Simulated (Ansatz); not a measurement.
# (AlAs)1(GaAs)2 [001] superlattice, started as zinc blende: from the cell to its phonons

How does (AlAs)1(GaAs)2 [001] superlattice, started as zinc blende vibrate, and is this structure a minimum?

Main program and level: Ansatz 0.2.0; DFT LDA, scalar-relativistic, plane waves, PAW.

The structure was built from a prototype and need not be the compound's stable phase.

### Step 1. Set-up

The structure is tetragonal, space group I-4m2 (No. 119). Conventional cell: a = 3.998 Å, b = 3.998 Å, c = 16.960 Å, α = 90.00°, β = 90.00°, γ = 90.00°. Al has 4 As at 2.45 Å nearest. As has 2 Ga at 2.45 Å and 2 Al at 2.45 Å nearest. Nearest to As lie 4 Ga at 2.45 Å. Nearest to Ga lie 4 As at 2.45 Å. Farther neighbours are not listed.

As a file:

```cif
data_structure
_symmetry_space_group_name_H-M 'I-4m2'
_symmetry_Int_Tables_number 119
_cell_length_a 3.9975
_cell_length_b 3.9975
_cell_length_c 16.9600
_cell_angle_alpha 90.000
_cell_angle_beta 90.000
_cell_angle_gamma 90.000
_cell_volume 271.02
loop_
_atom_site_label
_atom_site_type_symbol
_atom_site_symmetry_multiplicity
_atom_site_Wyckoff_symbol
_atom_site_fract_x
_atom_site_fract_y
_atom_site_fract_z
_atom_site_occupancy
Al1 Al 2 a 0.00000 0.00000 0.00000 1
As1 As 4 f 0.00000 0.50000 0.08333 1
As2 As 2 d 0.50000 0.00000 0.25000 1
Ga1 Ga 4 e 0.50000 0.50000 0.16667 1
```

### Step 2. Bringing the structure to rest

Harmonic phonons are second derivatives at a point where the forces vanish, and they are wanted at zero stress, so atoms and cell are relaxed first.

The input, input.yaml:

```yaml
crystal:
  lattice:
    - [2.82667, 2.82667, 0.0]
    - [-2.82667, 2.82667, 0.0]
    - [2.82667, 0.0, 8.48]
  atoms:
    - { symbol: Al, position: [0.0, 0.0, 0.0] }
    - { symbol: As, position: [0.416667, 0.083333, 0.166667] }
    - { symbol: As, position: [0.75, 0.75, 0.5] }
    - { symbol: As, position: [0.083333, 0.416667, 0.833333] }
    - { symbol: Ga, position: [0.333333, 0.666667, 0.333333] }
    - { symbol: Ga, position: [0.666667, 0.333333, 0.666667] }
kpoints:
  mp_grid: { grid: [6, 6, 6] }
hamiltonian:
  xc: lda
scf:
  occupations: { method: gaussian, width: 0.02 }
output:
  forces: true
  stress: true
  eigenvalues: true
relax:
  adjacent_minimum: "off"
  f_tol: 0.005
  max_steps: 80
  cell: { stress_tol: 0.05 }
```

Command:

```sh
$ ansatz run input.yaml --threads 4 --pin off --max-ram 14336MiB --backend cpu --events-out ev --progress --plain --runs-dir out
```

Numbers of over 12 decimals in the logs are rounded to 6 here.

Log:

```text
Warning: the atoms were moved onto the symmetric positions of the space group found under crystal.symmetry.tolerance 1.0e-5 (fractional; no operation is sought that the atoms, as they stand in a round, miss by more than twice it, and no atom is moved by as much as it), and the run uses the moved positions. Before a round's move an operation carried an atom to 5.65e-6 Å from where it should land, the largest such dist [...]
Engine: ansatz 0.2.0, aarch64-unknown-linux-gnu
Pseudopotentials: kind: paw
Pseudopotential: Al, paw, valence charge 3, recommended cutoff 420 eV (normal), Al.paw.azcp
Pseudopotential: As, paw, valence charge 15, recommended cutoff 420 eV (normal), As.paw.azcp
Pseudopotential: Ga, paw, valence charge 13, recommended cutoff 420 eV (normal), Ga.paw.azcp
Functional definition: SPW92
  exchange = slater_x
  correlation = pw_c
Crystal: 6 atoms, lattice volume = 135.511 Å³
Basis set: ecut = 420 eV, 2625 PW (Γ)
Bands: 45, of which v1, the nominal top of the filled ones, is band 37 counted from 1 (36 counted from 0)
Symmetry: 8 space group operations
Space group: I-4m2 (ITA 119), of the structure as read, at distance tolerance 5.1e-5 Å
k-points: 30 of 216 (time reversal used)
Non-local potential: Al, projectors of the file, l = 0: 2, l = 1: 2, l = 2: 1
Non-local potential: As, projectors of the file, l = 0: 2, l = 1: 2, l = 2: 3, l = 3: 1
Non-local potential: Ga, projectors of the file, l = 0: 2, l = 1: 2, l = 2: 3, l = 3: 1
PAW form: soft (Blöchl's): semilocal exchange-correlation on the pseudo side does not see the compensation charge
PAW frozen core: Al, regenerated for the run's functional, and the local potential with it (the file was generated under x = pbe(κ = 0.804, μ = 0.219515), c = pbe(β = 0.066725))
PAW frozen core: As, regenerated for the run's functional, and the local potential with it (the file was generated under x = pbe(κ = 0.804, μ = 0.219515), c = pbe(β = 0.066725))
PAW frozen core: Ga, regenerated for the run's functional, and the local potential with it (the file was generated under x = pbe(κ = 0.804, μ = 0.219515), c = pbe(β = 0.066725))
PAW one-centre angular grid: Al, 110 points (default); XC on 64 Gauss nodes
PAW one-centre angular grid: As, 590 points (default); XC on 64 Gauss nodes
PAW one-centre angular grid: Ga, 590 points (default); XC on 64 Gauss nodes
Initial density: superposition of atomic densities (neutral atoms: chi_scale 0, normalization atom), corrected by the library's trained network
Initial wavefunctions: pseudopotential atomic-orbital guess
Functional: x = slater, c = lda
SCF iter   1: F=—  HF=-22250.039942 eV  |F-HF|=—  |Δ(HF+E_count)|=         —  Δρ=4.71e-3  dr2=2.31e-2  ethr=1.77e-3  ⟨swp⟩=6.5  Hψ=5162  notcnv=0
preconditioner: auto → Resta (q_TF=auto, 2.467 Å⁻¹)  ε∞=3.5  [insulator: Δε(μ)=0.713 eV  Ē_g=13.386 eV  σ=0.020 eV  W_gap=1.00  n_scr=42 (ndim 8)  ℏωp=21.2 eV  f_vac=0.052  D(μ)=0.00/eV (n_scr^D=0)  ε∞_Penn≈3.5]
SCF iter   2: F=—  HF=-22250.031648 eV  |F-HF|=—  |Δ(HF+E_count)|=   8.29e-3  Δρ=2.68e-3  dr2=5.40e-3  ethr=3.13e-5  ⟨swp⟩=2.4  Hψ=1970  notcnv=0  defer=67
SCF iter   3: F=—  HF=-22250.031029 eV  |F-HF|=—  |Δ(HF+E_count)|=   6.20e-4  Δρ=6.17e-4  dr2=5.95e-4  ethr=7.29e-6  ⟨swp⟩=2.0  Hψ=1618  notcnv=0  defer=67
SCF iter   4: F=—  HF=-22250.030899 eV  |F-HF|=—  |Δ(HF+E_count)|=   1.30e-4  Δρ=2.40e-4  dr2=7.83e-5  ethr=8.04e-7  ⟨swp⟩=2.0  Hψ=1943  notcnv=0  defer=67
SCF iter   5: F=—  HF=-22250.030865 eV  |F-HF|=—  |Δ(HF+E_count)|=   3.36e-5  Δρ=9.19e-5  dr2=1.14e-5  ethr=1.06e-7  ⟨swp⟩=2.0  Hψ=1818  notcnv=0  defer=67
SCF iter   6: F=—  HF=-22250.030869 eV  |F-HF|=—  |Δ(HF+E_count)|=   3.15e-6  Δρ=1.74e-5  dr2=5.94e-7  ethr=1.54e-8  ⟨swp⟩=3.0  Hψ=1962  notcnv=0  defer=67
SCF iter   7: F=-22250.030868 eV  HF=-22250.030868 eV  |F-HF|=7.33e-8  |Δ(HF+E_count)|=   6.59e-8  Δρ=5.89e-6  dr2=6.53e-8  ethr=1.35e-10  ⟨swp⟩=9.4  Hψ=6250  notcnv=0
SCF 1 converged in 7 iterations: F = -22250.030868 eV  dr2 = 6.53e-8
  greatest PAW one-centre occupation: 0.999 electrons in one spin orbital (limit 2), on the As atom at site 2 (counted from 0), in its partial waves of l = 2
relax step   1: F+E_penalty+E_count = -22250.03086839 eV  Δ(F+E_penalty+E_count) = +0.000e0 eV  max|allowed force component| = 4.050e-2 eV/Å  Δτ_max = 0.0000 Å  P = -1.544 GPa  Ω = 135.511 Å³  (7 SCF iters, dr2 threshold 1.00e-7 eV, accepted)
Crystal: 6 atoms, lattice volume = 132.934 Å³
Initial density: handed on by an earlier stage of this run
Initial wavefunctions: those handed on with the density
iter 1 solved again at ethr=2.19e-6 eV; its pass at ethr=3.10e-3 eV (dr2=1.62e-3 eV) is discarded
SCF iter   1: F=—  HF=-22250.046529 eV  |F-HF|=—  |Δ(HF+E_count)|=         —  Δρ=1.01e-3  dr2=1.52e-3  ethr=2.19e-6  ⟨swp⟩=2.6  Hψ=6169  notcnv=0
preconditioner: auto → Resta (q_TF=auto, 2.475 Å⁻¹)  ε∞=3.5  [insulator: Δε(μ)=0.879 eV  Ē_g=13.462 eV  σ=0.020 eV  W_gap=1.00  n_scr=42 (ndim 8)  ℏωp=21.4 eV  f_vac=0.031  D(μ)=0.00/eV (n_scr^D=0)  ε∞_Penn≈3.5]
SCF iter   2: F=—  HF=-22250.046156 eV  |F-HF|=—  |Δ(HF+E_count)|=   3.72e-4  Δρ=5.77e-4  dr2=5.18e-4  ethr=2.06e-6  ⟨swp⟩=1.0  Hψ=1350  notcnv=0
SCF iter   3: F=—  HF=-22250.046029 eV  |F-HF|=—  |Δ(HF+E_count)|=   1.27e-4  Δρ=9.27e-5  dr2=1.81e-5  ethr=7.00e-7  ⟨swp⟩=2.9  Hψ=2416  notcnv=0
SCF iter   4: F=—  HF=-22250.046019 eV  |F-HF|=—  |Δ(HF+E_count)|=   1.06e-5  Δρ=5.02e-5  dr2=3.09e-6  ethr=2.44e-8  ⟨swp⟩=2.0  Hψ=2460  notcnv=0
SCF iter   5: F=-22250.046020 eV  HF=-22250.046020 eV  |F-HF|=3.94e-8  |Δ(HF+E_count)|=   8.69e-7  Δρ=9.35e-6  dr2=1.95e-7  ethr=8.11e-10  ⟨swp⟩=5.5  Hψ=5562  notcnv=0
SCF 2 converged in 5 iterations: F = -22250.046020 eV  dr2 = 1.95e-7
relax step   2: F+E_penalty+E_count = -22250.04601957 eV  Δ(F+E_penalty+E_count) = -1.515e-2 eV  max|allowed force component| = 7.784e-3 eV/Å  Δτ_max = 0.0057 Å  P = -0.185 GPa  Ω = 132.934 Å³  energy of the carried Pulay correction = +4.952e-4 eV  (5 SCF iters, dr2 threshold 6.00e-7 eV, accepted)
Crystal: 6 atoms, lattice volume = 132.577 Å³
Basis set: ecut = 420 eV, 2609 PW (Γ)
iter 1 solved again at ethr=5.80e-8 eV; its pass at ethr=3.10e-3 eV (dr2=4.29e-5 eV) is discarded
SCF iter   1: F=—  HF=-22250.046311 eV  |F-HF|=—  |Δ(HF+E_count)|=         —  Δρ=1.81e-4  dr2=4.03e-5  ethr=5.80e-8  ⟨swp⟩=2.1  Hψ=5853  notcnv=0
preconditioner: auto → Resta (q_TF=auto, 2.476 Å⁻¹)  ε∞=3.5  [insulator: Δε(μ)=0.892 eV  Ē_g=13.468 eV  σ=0.020 eV  W_gap=1.00  n_scr=42 (ndim 8)  ℏωp=21.4 eV  f_vac=0.034  D(μ)=0.00/eV (n_scr^D=0)  ε∞_Penn≈3.5]
SCF iter   2: F=—  HF=-22250.046301 eV  |F-HF|=—  |Δ(HF+E_count)|=   9.50e-6  Δρ=9.91e-5  dr2=1.32e-5  ethr=5.45e-8  ⟨swp⟩=1.0  Hψ=1350  notcnv=0
SCF iter   3: F=—  HF=-22250.046298 eV  |F-HF|=—  |Δ(HF+E_count)|=   2.88e-6  Δρ=1.89e-5  dr2=8.63e-7  ethr=1.78e-8  ⟨swp⟩=3.0  Hψ=2325  notcnv=0
SCF iter   4: F=-22250.046298 eV  HF=-22250.046298 eV  |F-HF|=8.17e-9  |Δ(HF+E_count)|=   3.21e-7  Δρ=8.13e-6  dr2=7.68e-8  ethr=1.42e-10  ⟨swp⟩=3.1  Hψ=5963  notcnv=0
SCF 3 converged in 4 iterations: F = -22250.046298 eV  dr2 = 7.68e-8
relax step   3: F+E_penalty+E_count = -22250.04629811 eV  Δ(F+E_penalty+E_count) = -2.785e-4 eV  max|allowed force component| = 4.147e-3 eV/Å  Δτ_max = 0.0014 Å  P = +0.015 GPa  Ω = 132.577 Å³  energy of the carried Pulay correction = +5.644e-4 eV  (4 SCF iters, dr2 threshold 1.05e-7 eV, accepted)
Initial wavefunctions: pseudopotential atomic-orbital guess (no wavefunctions were taken with the density)
iter 1 solved again at ethr=2.40e-7 eV; its pass at ethr=3.10e-3 eV (dr2=1.77e-4 eV) is discarded
SCF iter   1: F=—  HF=-22250.045761 eV  |F-HF|=—  |Δ(HF+E_count)|=         —  Δρ=1.99e-5  dr2=1.98e-7  ethr=2.40e-7  ⟨swp⟩=2.7  Hψ=8164  notcnv=0
preconditioner: auto → Resta (q_TF=auto, 2.476 Å⁻¹)  ε∞=3.5  [insulator: Δε(μ)=0.891 eV  Ē_g=13.468 eV  σ=0.020 eV  W_gap=1.00  n_scr=42 (ndim 8)  ℏωp=21.4 eV  f_vac=0.035  D(μ)=0.00/eV (n_scr^D=0)  ε∞_Penn≈3.5]
SCF iter   2: F=—  HF=-22250.045760 eV  |F-HF|=—  |Δ(HF+E_count)|=   8.82e-7  Δρ=1.41e-5  dr2=1.27e-7  ethr=2.67e-10  ⟨swp⟩=2.2  Hψ=2501  notcnv=0
SCF iter   3: F=—  HF=-22250.045760 eV  |F-HF|=—  |Δ(HF+E_count)|=   1.49e-8  Δρ=3.86e-6  dr2=1.31e-8  ethr=1.72e-10  ⟨swp⟩=2.1  Hψ=1833  notcnv=0
SCF iter   4: F=—  HF=-22250.045760 eV  |F-HF|=—  |Δ(HF+E_count)|=   3.69e-9  Δρ=1.07e-6  dr2=1.70e-9  ethr=1.77e-11  ⟨swp⟩=2.0  Hψ=2231  notcnv=0
SCF iter   5: F=—  HF=-22250.045760 eV  |F-HF|=—  |Δ(HF+E_count)|=  1.82e-10  Δρ=5.65e-7  dr2=4.11e-10  ethr=2.30e-12  ⟨swp⟩=2.0  Hψ=2010  notcnv=0
SCF iter   6: F=-22250.045760 eV  HF=-22250.045760 eV  |F-HF|=3.64e-12  |Δ(HF+E_count)|=  1.38e-10  Δρ=1.52e-7  dr2=3.83e-11  ethr=1.00e-12  ⟨swp⟩=2.1  Hψ=5362  notcnv=0
SCF 4 converged in 6 iterations: F = -22250.045760 eV  dr2 = 3.83e-11
relax step   4: F+E_penalty+E_count = -22250.04576033 eV  Δ(F+E_penalty+E_count) = +5.378e-4 eV  max|allowed force component| = 4.102e-3 eV/Å  Δτ_max = 0.0000 Å  P = +0.013 GPa  Ω = 132.577 Å³  stress off target by 1.88e-2 GPa  SCF on the basis re-selected at this cell (its energy is not comparable with the rows above)  (6 SCF iters)
basis re-selected at this cell: Δ(F+E_penalty+E_count) = +5.378e-4 eV, ΔP = -0.002 GPa vs the last step (what re-selecting the basis moved, of the pressure what is left beyond the Pulay correction that the steps carried, after the strain that the cell walked since its last selection, with what the two solves' SCF thresholds leave and, on support functions, any second-order correction that the steps lacked; it is no m [...]
SCF converged after 6 iterations
Free energy (F): -22250.045760 eV
Harris-Foulkes:  -22250.045760 eV  (|F-HF|=3.64e-12)
Internal energy: -22250.045760 eV  (E = F + TS)
E sigma→0 (E₀):  -22250.045760 eV
Fermi energy:    8.026399 eV
--- Per-component energies (eV) ---
  E_band       = -909.853676
  E_kinetic    = 569.718473
  E_local      = -10458.470237  (includes V_loc(G=0)·N_el)
  E_nonlocal   = -1130.942216
  E_hartree    = 5324.865289
  E_xc         = -415.173328
  E_vxc        = -387.042781  (∫ρ·V_xc dr)
  E_paw        = -9531.143087  (= ΣΔE_a)
  E_vpaw       = -152.846852  (= ΣTr[D̂ρ^β])
  E_aug_tail   = -0.000203  (compensation charges beyond the density's cutoff)
  E_ewald      = -6618.638818
  E_core_change = 9.738367  (= ΣΔE_core)
  E_smearing   = -0.000000  (= −TS)
  E_closure    = -0.000000  (closes the sum)
  Σ components = -22250.045760   (vs F -22250.045760, Δ=0.00e0)
--- Forces (eV/Å), atoms counted from 1 ---
  atom   1  Al    -0.00000000     0.00000000     0.00000000
  atom   2  As     0.00000000    -0.00000000     0.00377549
  atom   3  As     0.00000000    -0.00000000     0.00000000
  atom   4  As     0.00000000    -0.00000000    -0.00377549
  atom   5  Ga    -0.00000000     0.00000000     0.00410202
  atom   6  Ga    -0.00000000     0.00000000    -0.00410202
  max |Σ_I F_I| component: 1.53e-16 eV/Å
--- Stress (GPa, compression-positive) ---
        0.018823      -0.000000      -0.000000
       -0.000000       0.018823      -0.000000
        0.000000      -0.000000       0.001167
  P = ⅓ Tr σ = 0.0129 GPa (0.129 kbar)
--- Band table (eV; the first three rows and the last of 30) ---
  k-point 0: bands = [... 33 lower, 5.4890, 7.5729, 7.5808, 7.5808, 8.4717, 9.0514, 9.3911, 10.2222, ... 4 higher]
  k-point 1: bands = [... 33 lower, 5.7593, 6.9557, 7.4332, 7.4332, 8.9623, 9.0289, 9.5598, 9.8973, ... 4 higher]
  k-point 2: bands = [... 33 lower, 6.1509, 6.1509, 7.0728, 7.0728, 8.8871, 9.3728, 9.7245, 10.3005, ... 4 higher]
  k-point 29: bands = [... 33 lower, 4.5832, 4.6682, 4.8835, 4.9090, 9.1337, 9.5118, 9.8120, 10.3783, ... 4 higher]
--- Relaxed structure (3 steps of the walk, 3 accepted, 1 SCFs on fresh bases) ---
  F+E_penalty+E_count = -22250.04576033 eV   max|allowed force component| = 4.102e-3 eV/Å   (the final SCF, on the basis selected at the relaxed cell)
  cell:  # Å, volume = 132.5775 Å³
    - [2.809695, 2.809695, 1.2395675795662833e-18]
    - [-2.809695, 2.809695, -1.239567579566286e-18]
    - [2.809695, 0, 8.396944]
  atoms:
    - { symbol: Al, position: [0, 0, 0] }
    - { symbol: As, position: [0.416456, 0.083544, 0.167087] }
    - { symbol: As, position: [0.75, 0.75, 0.5] }
    - { symbol: As, position: [0.083544, 0.416456, 0.832913] }
    - { symbol: Ga, position: [0.333077, 0.666923, 0.333846] }
    - { symbol: Ga, position: [0.666923, 0.333077, 0.666154] }
```

Wall time 20 s (4 threads of Arm Neoverse V1, shared host); peak memory 0.5 GiB.

Step by step:

```csv
step,energy less that of the first step (eV),largest force component (eV/Å),pressure (GPa),volume (Å³)
1,0.0000,0.0405,-1.54,135.51
2,-0.0152,0.0078,-0.19,132.93
3,-0.0154,0.0041,0.02,132.58
4*,-0.0149,0.0041,0.01,132.58
```

Relaxation steps marked * repeat the geometry before them on a plane-wave basis chosen anew for their cell, so energy and pressure can jump there.

The run keeps the 8 symmetry operations that it works with, so distortions that break them were not tested.

```
conventional cell, symmetrised  before   after  change
                         a (Å)   3.998   3.974  -0.6 %
                         b (Å)   3.998   3.974  -0.6 %
                         c (Å)  16.960  16.794  -1.0 %
              volume (Å³/atom)   22.59   22.10  -2.2 %
```

Final coordinates:

```xyz
6
Lattice="2.8097 2.8097 0.0000 -2.8097 2.8097 0.0000 2.8097 0.0000 8.3969" Properties=species:S:1:pos:R:3 pbc="T T T"
Al    0.0000    0.0000    0.0000
As    1.4048    1.4048    1.4030
As    1.4048    4.2145    4.1985
As    1.4048    1.4048    6.9939
Ga    0.0000    2.8097    2.8033
Ga    2.8097    2.8097    5.5937
```

This step gave:

```yaml
pressure: 0.01294 GPa
gap_on_the_k_mesh: 0.8908 eV
volume_per_atom: 22.10 Å³
direct_gap_on_mesh: 0.8908 eV
```

In this step the volume went from 22.59 to 22.10 Å³/atom.

(Continued in part 2 of 3.)

[Logs are printed without paths, hosts, clocks, repeated set-up lines and the standing remarks that a program may print on its own settings, such as how far it seeks lower states.]

[Hosts, paths, dates, database ids (printed as entryN), source tags and the programs' standing remarks are cut or masked in the printed files.]
